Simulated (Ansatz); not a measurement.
# 1T-SiO2 monolayer in a perpendicular field

Aim: how the 1T-SiO2 monolayer screens a field along its normal, and what the field does to its bands. A positive field points along +c.

Program: Ansatz 0.2.0. Level of theory: plane-wave DFT, PBE-D4, Ansatz PAW. Results are calculated unless marked as measured.

## 1. Set-up

The cell holds 3 atoms: 2 O and 1 Si. Cell: a = 2.422 Å, b = 2.422 Å, c = 19.859 Å, α = 90.0°, β = 90.0°, γ = 120.0°. Vacuum lies along c.

Coordinates:

```cif
data_structure
_symmetry_space_group_name_H-M 'P 1'
_symmetry_Int_Tables_number 1
_cell_length_a 2.4218
_cell_length_b 2.4218
_cell_length_c 19.8590
_cell_angle_alpha 90.000
_cell_angle_beta 90.000
_cell_angle_gamma 120.000
_cell_volume 100.87
loop_
_atom_site_label
_atom_site_type_symbol
_atom_site_fract_x
_atom_site_fract_y
_atom_site_fract_z
_atom_site_occupancy
O1 O 0.66667 0.33333 0.45319 1
Si2 Si 0.00000 0.00000 0.50000 1
O3 O 0.33333 0.66667 0.54681 1
```

## 2. Relaxation

The starting cell is a guess, so the in-plane lattice and the atoms are relaxed first, with the slab cut off from its images along the normal. The program lengthens the vector along the normal by itself, so c and the volume that it reports differ from the typed ones.

Contents of input.yaml:

```yaml
crystal:
  lattice:
    - [2.421797, 0.0, 0.0]
    - [-1.2108985, 2.0973377248, 0.0]
    - [0.0, 0.0, 19.8590399999]
  atoms:
    - { symbol: O, position: [0.6666666667, 0.3333333333, 0.4531941121] }
    - { symbol: Si, position: [0.0, 0.0, 0.5] }
    - { symbol: O, position: [0.3333333333, 0.6666666667, 0.5468058879] }
  periodic: [true, true, false]
kpoints:
  mp_grid: { grid: [18, 18, 1] }
hamiltonian:
  xc: pbe
  dispersion: d4
scf:
  occupations: { method: fermi_dirac, width: 0.05 }
  convergence: { dr2_threshold: 1.0e-09 }
relax:
  f_tol: 0.004
  max_steps: 90
  cell: {}
output:
  write_potential: true
  write_density: true
  volumetric_format: npy
```

Started as:

```bash
ansatz run input.yaml --threads 2 --pin off --max-ram 3072MiB --backend cpu --events-out ev --progress --plain --runs-dir out
```

Numbers of over 12 decimals in the logs are rounded to 6 here.

What it wrote:

```text
Warning: crystal.periodic: the lattice vector that does not repeat stood 0.000° off the slab's normal, 19.859 Å along it as the deck builds it. The run solves the slab on a vector along the normal, 27.518 Å long, with every atom where it was (on the deck's vector they left 18.00 Å outside them, and the widest stretch free of ions among them is 0.93 Å). A fractional position that the run reports is one of the run's ce [...]
Warning: relax.cell: scf.convergence.dr2_threshold = 1e-9 eV is looser than the 2.13315388713e-10 eV advised for a relaxation that steers and ends on the stress (1e-10 eV for each atom of the cell: 3, times the square of relax.cell.stress_2d_tol = 0.05 N/m over 11.9 Å (the atoms' height at the walk's start and 5 Å past either face), 4.216e-2 GPa, over a crystal's default 0.05). What an SCF threshold leaves in a stress goes as its square root, and in the free energy as the threshold itself, and one threshold admits the most on a small cell: [figures from the program's tests cut] Set scf.convergence.dr2_threshold to 2.13315388713e-10 eV or tighter. [rest of the remark cut]
crystal.periodic: the lattice vector that does not repeat stood 0.000° off the slab's normal, 19.859 Å along it as the deck builds it. The run solves the slab on a vector along the normal, 27.518 Å long, with every atom where it was (on the deck's vector they left 18.00 Å outside them, and the widest stretch free of ions among them is 0.93 Å). A fractional position that the run reports is one of the run's cell, which [...]
Engine: ansatz 0.2.0, x86_64-unknown-linux-gnu
Pseudopotentials: kind: paw
Pseudopotential: O, paw, valence charge 6, recommended cutoff 420 eV (normal), O.paw.azcp
Pseudopotential: Si, paw, valence charge 4, recommended cutoff 420 eV (normal), Si.paw.azcp
Functional definition: PBE
  parameter kappa = 0.804
  parameter beta = 0.066725
  exchange = pbe_x(kappa = kappa, mu = beta*pi^2/3)
  correlation = pbe_c(beta = beta)
Crystal: 3 atoms, lattice volume = 139.773 Å³
Basis set: ecut = 420 eV, 2641 PW (Γ), exchange–correlation on 36×36×384 points (8 copies of the dense FFT grid, shifted against one another)
Bands: 12, of which v1, the nominal top of the filled ones, is band 8 counted from 1 (7 counted from 0)
Symmetry: 12 space group operations
Space group: P-3m1 (ITA 164), of the structure as read, at distance tolerance 5.2e-5 Å
k-points: 37 of 324
Non-local potential: O, projectors of the file, l = 0: 2, l = 1: 2, l = 2: 1
Non-local potential: Si, projectors of the file, l = 0: 2, l = 1: 2, l = 2: 2
PAW form: soft (Blöchl's): semilocal exchange-correlation on the pseudo side does not see the compensation charge
PAW one-centre angular grid: O, 110 points (default); XC on 64 Gauss nodes
PAW one-centre angular grid: Si, 110 points (default); XC on 64 Gauss nodes
Initial density: superposition of atomic densities (neutral atoms: chi_scale 0, normalization atom), corrected by the library's trained network
Initial wavefunctions: pseudopotential atomic-orbital guess
Functional: x = pbe(κ = 0.804, μ = 0.219515), c = pbe(β = 0.066725)
SCF iter   1: F=—  HF=-1772.161019 eV  |F-HF|=—  |Δ(HF+E_count)|=         —  Δρ=5.30e-3  dr2=3.22e-2  ethr=1.77e-3  ⟨swp⟩=15.8  Hψ=6430  notcnv=0
preconditioner: auto → none  [insulator: Δε(μ)=8.337 eV  Ē_g=19.863 eV  σ=0.050 eV  W_gap=1.00  n_scr=16 (ndim 8)  ℏωp=12.6 eV  f_vac=0.817  D(μ)=0.00/eV (n_scr^D=0)  ε∞_Penn≈1.4]
SCF iter   2: F=—  HF=-1772.152253 eV  |F-HF|=—  |Δ(HF+E_count)|=   8.77e-3  Δρ=1.57e-3  dr2=1.63e-3  ethr=2.01e-4  ⟨swp⟩=4.9  Hψ=1645  notcnv=0
SCF iter   3: F=—  HF=-1772.152908 eV  |F-HF|=—  |Δ(HF+E_count)|=   6.55e-4  Δρ=6.23e-4  dr2=2.44e-4  ethr=1.02e-5  ⟨swp⟩=4.0  Hψ=1212  notcnv=0
SCF iter   4: F=—  HF=-1772.153352 eV  |F-HF|=—  |Δ(HF+E_count)|=   4.44e-4  Δρ=1.30e-4  dr2=2.22e-5  ethr=1.52e-6  ⟨swp⟩=4.5  Hψ=1224  notcnv=0
SCF iter   5: F=—  HF=-1772.153352 eV  |F-HF|=—  |Δ(HF+E_count)|=   3.39e-7  Δρ=4.40e-5  dr2=1.01e-6  ethr=1.39e-7  ⟨swp⟩=3.6  Hψ=1146  notcnv=0
SCF iter   6: F=—  HF=-1772.153358 eV  |F-HF|=—  |Δ(HF+E_count)|=   6.65e-6  Δρ=8.10e-6  dr2=2.64e-8  ethr=6.34e-9  ⟨swp⟩=3.7  Hψ=1143  notcnv=0  defer=1
SCF iter   7: F=-1772.153359 eV  HF=-1772.153359 eV  |F-HF|=1.85e-9  |Δ(HF+E_count)|=   2.95e-7  Δρ=8.66e-7  dr2=3.13e-10  ethr=6.25e-12  ⟨swp⟩=12.5  Hψ=4715  notcnv=0
SCF 1 converged in 7 iterations: F = -1772.153359 eV  dr2 = 3.13e-10
  greatest PAW one-centre occupation: 0.877 electrons in one spin orbital (limit 2), on the O atom at site 2 (counted from 0), in its partial waves of l = 0
relax step   1: F+E_penalty+E_count = -1772.15335879 eV  Δ(F+E_penalty+E_count) = +0.000e0 eV  max|allowed force component| = 2.373e0 eV/Å  Δτ_max = 0.0000 Å  P = +49.017 N/m  Ω = 139.773 Å³  fix = [c, alpha, beta]  reactions: c +0.000 N/m  (7 SCF iters, accepted)
Crystal: 3 atoms, lattice volume = 150.342 Å³
Basis set: ecut = 420 eV, 2929 PW (Γ), exchange–correlation on 36×36×384 points (8 copies of the dense FFT grid, shifted against one another)
Initial density: handed on by an earlier stage of this run
Initial wavefunctions: those handed on with the density
iter 1 solved again at ethr=4.46e-4 eV; its pass at ethr=3.10e-3 eV (dr2=7.14e-2 eV) is discarded
SCF iter   1: F=—  HF=-1773.037131 eV  |F-HF|=—  |Δ(HF+E_count)|=         —  Δρ=7.37e-3  dr2=7.06e-2  ethr=4.46e-4  ⟨swp⟩=2.8  Hψ=5272  notcnv=0
preconditioner: auto → none  [insulator: Δε(μ)=8.157 eV  Ē_g=19.078 eV  σ=0.050 eV  W_gap=1.00  n_scr=16 (ndim 8)  ℏωp=12.1 eV  f_vac=0.817  D(μ)=0.00/eV (n_scr^D=0)  ε∞_Penn≈1.4]
SCF iter   2: F=—  HF=-1773.012457 eV  |F-HF|=—  |Δ(HF+E_count)|=   2.47e-2  Δρ=2.26e-3  dr2=3.15e-3  ethr=4.42e-4  ⟨swp⟩=4.7  Hψ=1369  notcnv=0
SCF iter   3: F=—  HF=-1773.011623 eV  |F-HF|=—  |Δ(HF+E_count)|=   8.34e-4  Δρ=9.26e-4  dr2=5.37e-4  ethr=1.97e-5  ⟨swp⟩=3.5  Hψ=1105  notcnv=0
SCF iter   4: F=—  HF=-1773.011631 eV  |F-HF|=—  |Δ(HF+E_count)|=   8.22e-6  Δρ=3.54e-4  dr2=1.53e-4  ethr=3.35e-6  ⟨swp⟩=3.2  Hψ=952  notcnv=0
SCF iter   5: F=—  HF=-1773.011598 eV  |F-HF|=—  |Δ(HF+E_count)|=   3.34e-5  Δρ=6.36e-5  dr2=4.48e-6  ethr=9.57e-7  ⟨swp⟩=3.2  Hψ=895  notcnv=0
SCF iter   6: F=—  HF=-1773.011598 eV  |F-HF|=—  |Δ(HF+E_count)|=   2.39e-7  Δρ=2.12e-5  dr2=3.24e-7  ethr=2.80e-8  ⟨swp⟩=3.6  Hψ=1089  notcnv=0
SCF iter   7: F=—  HF=-1773.011596 eV  |F-HF|=—  |Δ(HF+E_count)|=   1.28e-6  Δρ=6.43e-6  dr2=3.01e-8  ethr=2.03e-9  ⟨swp⟩=3.4  Hψ=955  notcnv=0
SCF iter   8: F=-1773.011596 eV  HF=-1773.011596 eV  |F-HF|=1.50e-10  |Δ(HF+E_count)|=   4.37e-9  Δρ=5.54e-7  dr2=2.55e-10  ethr=6.25e-12  ⟨swp⟩=11.8  Hψ=4468  notcnv=0
[...]
relax step   4: F+E_penalty+E_count = -1773.52160716 eV  Δ(F+E_penalty+E_count) = -2.239e-2 eV  max|allowed force component| = 9.119e-2 eV/Å  Δτ_max = 0.0027 Å  P = +0.735 N/m  Ω = 168.285 Å³  energy of the carried Pulay correction = -2.441e-2 eV  fix = [c, alpha, beta]  reactions: c +0.000 N/m  (7 SCF iters, accepted)
[...]
relax step   5: F+E_penalty+E_count = -1773.52181666 eV  Δ(F+E_penalty+E_count) = -2.095e-4 eV  max|allowed force component| = 2.714e-3 eV/Å  Δτ_max = 0.0019 Å  P = +0.005 N/m  Ω = 168.824 Å³  energy of the carried Pulay correction = -2.483e-2 eV  fix = [c, alpha, beta]  reactions: c +0.000 N/m  (6 SCF iters, accepted)
[...]
relax step   6: F+E_penalty+E_count = -1773.62202440 eV  Δ(F+E_penalty+E_count) = -1.002e-1 eV  max|allowed force component| = 3.835e-2 eV/Å  Δτ_max = 0.0000 Å  P = +2.758 N/m  Ω = 168.824 Å³  fix = [c, alpha, beta]  reactions: c +0.000 N/m  stress off target by 2.76e0 N/m on what of the cell is left free  SCF on the basis re-selected at this cell (its energy is not comparable with the rows above)  (6 SCF iters)
[...]
relax step   7: F+E_penalty+E_count = -1773.62877004 eV  Δ(F+E_penalty+E_count) = -6.746e-3 eV  max|allowed force component| = 9.923e-3 eV/Å  Δτ_max = 0.0038 Å  P = +0.427 N/m  Ω = 171.411 Å³  energy of the carried Pulay correction = -2.412e-3 eV  fix = [c, alpha, beta]  reactions: c +0.000 N/m  (7 SCF iters, accepted)
[...]
relax step   8: F+E_penalty+E_count = -1773.62837719 eV  Δ(F+E_penalty+E_count) = +3.928e-4 eV  max|allowed force component| = 3.172e-2 eV/Å  Δτ_max = 0.0028 Å  P = -0.010 N/m  Ω = 172.034 Å³  energy of the carried Pulay correction = -3.037e-3 eV  fix = [c, alpha, beta]  reactions: c -0.000 N/m  (6 SCF iters, accepted)
[...]
relax step   9: F+E_penalty+E_count = -1773.62850542 eV  Δ(F+E_penalty+E_count) = -1.282e-4 eV  max|allowed force component| = 1.360e-4 eV/Å  Δτ_max = 0.0013 Å  P = -0.000 N/m  Ω = 171.950 Å³  energy of the carried Pulay correction = -2.952e-3 eV  fix = [c, alpha, beta]  reactions: c -0.000 N/m  (6 SCF iters, accepted)
iter 1 solved again at ethr=4.02e-7 eV; its pass at ethr=3.10e-3 eV (dr2=6.43e-5 eV) is discarded
SCF iter   1: F=—  HF=-1773.630879 eV  |F-HF|=—  |Δ(HF+E_count)|=         —  Δρ=9.84e-5  dr2=1.80e-6  ethr=4.02e-7  ⟨swp⟩=6.1  Hψ=8109  notcnv=0
preconditioner: auto → none  [insulator: Δε(μ)=6.748 eV  Ē_g=17.868 eV  σ=0.050 eV  W_gap=1.00  n_scr=16 (ndim 8)  ℏωp=11.3 eV  f_vac=0.814  D(μ)=0.00/eV (n_scr^D=0)  ε∞_Penn≈1.4]
SCF iter   2: F=—  HF=-1773.631320 eV  |F-HF|=—  |Δ(HF+E_count)|=   4.41e-4  Δρ=4.62e-5  dr2=5.03e-7  ethr=1.13e-8  ⟨swp⟩=3.4  Hψ=1133  notcnv=0
SCF iter   3: F=—  HF=-1773.631509 eV  |F-HF|=—  |Δ(HF+E_count)|=   1.89e-4  Δρ=1.89e-5  dr2=8.30e-8  ethr=3.14e-9  ⟨swp⟩=3.3  Hψ=1037  notcnv=0
iter 4 met the thresholds in force, and the SCF goes on: an eigenvalue changes by 5.44 meV, over its tolerance of 1.02 meV (output.eigenvalues, Limitations)
SCF iter   4: F=-1773.631578 eV  HF=-1773.631577 eV  |F-HF|=1.50e-6  |Δ(HF+E_count)|=   6.74e-5  Δρ=1.49e-6  dr2=8.77e-10  ethr=6.25e-12  ⟨swp⟩=21.9  Hψ=6101  notcnv=0
iter 5 met the thresholds in force, and the SCF goes on: an eigenvalue changes by 6.71 meV, over its tolerance of 1.03 meV (output.eigenvalues, Limitations)
SCF iter   5: F=-1773.631578 eV  HF=-1773.631578 eV  |F-HF|=1.28e-7  |Δ(HF+E_count)|=   1.38e-6  Δρ=3.92e-7  dr2=8.12e-11  ethr=5.48e-12  ⟨swp⟩=14.3  Hψ=4399  notcnv=0
Mixer restart at iter 5: flushing history
SCF iter   6: F=-1773.631578 eV  HF=-1773.631578 eV  |F-HF|=1.82e-11  |Δ(HF+E_count)|=   1.28e-7  Δρ=6.68e-8  dr2=1.75e-11  ethr=1.00e-12  ⟨swp⟩=11.8  Hψ=3872  notcnv=0
SCF 10 converged in 6 iterations: F = -1773.631578 eV  dr2 = 1.75e-11
relax step  10: F+E_penalty+E_count = -1773.63157817 eV  Δ(F+E_penalty+E_count) = -3.073e-3 eV  max|allowed force component| = 1.413e-3 eV/Å  Δτ_max = 0.0000 Å  P = +0.036 N/m  Ω = 171.950 Å³  fix = [c, alpha, beta]  reactions: c +0.000 N/m  stress off target by 3.59e-2 N/m on what of the cell is left free  SCF on the basis re-selected at this cell (its energy is not comparable with the rows above)  (6 SCF iters)
basis re-selected at this cell: Δ(F+E_penalty+E_count) = -3.073e-3 eV, ΔP = +0.036 N/m vs the last step (what re-selecting the basis moved, of the pressure what is left beyond the Pulay correction that the steps carried, after the strain that the cell walked since its last selection, with what the two solves' SCF thresholds leave and, on support functions, any second-order correction that the steps lacked; it is no m [...]
WARN: The output density's exchange-correlation potential varies sharply where the density is thin. Do not read a vacuum level from v_tot or v_xc, or from such a field of the output density. On a cell that repeats whose density bears no net charge and no dipole along the vacuum's axis use v_es (v_loc + v_h of the components); under efield.dipole_correction with no amplitude use v_es + v_field, which holds any externa [...]
SCF converged after 6 iterations
an eigenvalue changed by more than its tolerance at an iteration that met the thresholds in force, so the SCF went on 2 times, its first undamped step at iteration 5: the last check found none over its tolerance
Free energy (F): -1773.631578 eV
Harris-Foulkes:  -1773.631578 eV  (|F-HF|=1.82e-11)
Internal energy: -1773.631578 eV  (E = F + TS)
E sigma→0 (E₀):  -1773.631578 eV
Fermi energy:    -5.527989 eV
--- Per-component energies (eV) ---
  E_band       = -254.689657
  E_kinetic    = 404.625565
  E_local      = -22262.053601  (includes V_loc(G=0)·N_el)
  E_nonlocal   = 117.945282
  E_hartree    = 10899.746808
  E_xc         = -205.888020
  E_vxc        = -239.551966  (∫ρ·V_xc dr)
  E_paw        = -829.871228  (= ΣΔE_a)
  E_vpaw       = -75.153399  (= ΣTr[D̂ρ^β])
  E_aug_tail   = 0.005052  (compensation charges beyond the density's cutoff)
  E_ewald      = 10102.343761
  E_disp       = -0.485196  (pairwise vdW)
  E_smearing   = -0.000000  (= −TS)
  E_closure    = 0.000000  (closes the sum)
  Σ components = -1773.631578   (vs F -1773.631578, Δ=0.00e0)
--- Forces (eV/Å), atoms counted from 1 ---
  atom   1  O      0.00000000     0.00000000    -0.00141312
  atom   2  Si    -0.00000000     0.00000000     0.00000000
  atom   3  O      0.00000000    -0.00000000     0.00141312
  max |Σ_I F_I| component: 3.94e-31 eV/Å
--- 2D stress c σ (N/m, compression-positive) ---
        0.035887      -0.000000      -0.000000
        0.000000       0.035887      -0.000000
       -0.000000      -0.000000       0.000000
  P = ½ c Tr σ = 0.0359 N/m
--- Band table (eV; the first three rows and the last of 37) ---
  k-point 0: bands = [... 4 lower, -10.8933, -9.8271, -9.8271, -9.5732, -2.2505, -0.5191 (-0.5196°), -0.1636, -0.0691]
  k-point 1: bands = [... 4 lower, -10.9771, -10.0078, -9.8171, -9.4297, -2.0504, -0.4002 (-0.4011°), -0.0327, 0.0162]
  k-point 2: bands = [... 4 lower, -11.1934, -10.4773, -9.8107, -9.2119, -1.5364 (-1.5364°), -0.1209 (-0.1223°), 0.2578, 0.3754]
  k-point 36: bands = [... 4 lower, -14.5147, -12.9066, -9.6047, -9.6047, 1.7257, 5.0650, 5.0650, 5.0688]
  ° read free of the cell's end (the report's vacuum.weakly_bound_levels)
--- Relaxed structure (8 steps of the walk, 8 accepted, 2 SCFs on fresh bases) ---
  F+E_penalty+E_count = -1773.63157817 eV   max|allowed force component| = 1.413e-3 eV/Å   (the final SCF, on the basis selected at the relaxed cell)
  cell:  # Å, volume = 171.9499 Å³
    - [2.686127, 0, 0]
    - [-1.343064, 2.326255, 0]
    - [0, 0, 27.518080]
  atoms:
    - { symbol: O, position: [0.666667, 0.333333, 0.327493] }
    - { symbol: Si, position: [0, 0, 0.360836] }
    - { symbol: O, position: [0.333333, 0.666667, 0.394179] }
```

The job ended after 25 s (2 threads of Intel Xeon 6975P-C (Granite Rapids), shared host; peak memory 0.48 GiB).

Step by step:

| step | energy less that of the first step (eV) | largest force component (eV/Å) | volume (Å³) |
| --- | --- | --- | --- |
| 1 | 0.0000 | 2.3730 | 139.77 |
| 2 | -0.8582 | 1.5278 | 150.34 |
| 3 | -1.3459 | 0.4127 | 164.72 |
| 4 | -1.3682 | 0.0912 | 168.28 |
| 5 | -1.3685 | 0.0027 | 168.82 |
| 6* | -1.4687 | 0.0383 | 168.82 |
| 7 | -1.4754 | 0.0099 | 171.41 |
| 8 | -1.4750 | 0.0317 | 172.03 |
| 9 | -1.4751 | 0.0001 | 171.95 |
| 10* | -1.4782 | 0.0014 | 171.95 |

Relaxation steps marked * repeat the geometry before them on a plane-wave basis chosen anew for their cell, so energy and pressure can jump there.

The run keeps the 12 symmetry operations that it works with, so distortions that break them were not tested.

| cell as run | before | after | change |
| --- | --- | --- | --- |
| a (Å) | 2.422 | 2.686 | +10.9 % |
| b (Å) | 2.422 | 2.686 | +10.9 % |

The atoms that moved most (Å, along periodic axes as changes of fractional coordinates times the final cell, across vacuum about the mean position):

| atom | dx | dy | dz | length |
| --- | --- | --- | --- | --- |
| O1 | 0.000 | 0.000 | 0.012 | 0.012 |
| O3 | 0.000 | 0.000 | -0.012 | 0.012 |

Final coordinates:

```xyz
3
Lattice="2.6861 0.0000 0.0000 -1.3431 2.3263 0.0000 0.0000 0.0000 27.5181" Properties=species:S:1:pos:R:3
O     1.3431    0.7754    9.0120
Si    0.0000    0.0000    9.9295
O     0.0000    1.5508   10.8471
```

Numbers from this step:

- gap on the k-mesh: 6.748 eV

The lattice constant a goes from 2.422 to 2.686 Å.

(Continued in part 2 of 3.)

[Logs are printed without paths, hosts, clocks, repeated set-up lines and the standing remarks that a program may print on its own settings, such as how far it seeks lower states.]

[Hosts, paths, dates, database ids (printed as entryN), source tags and the programs' standing remarks are cut or masked in the printed files.]

[Maps of the electrostatic potential energy from Ansatz leave out the sawtooth potential of an applied field or a dipole correction, so their vacuum need not be flat; planar profiles and work functions include it.]
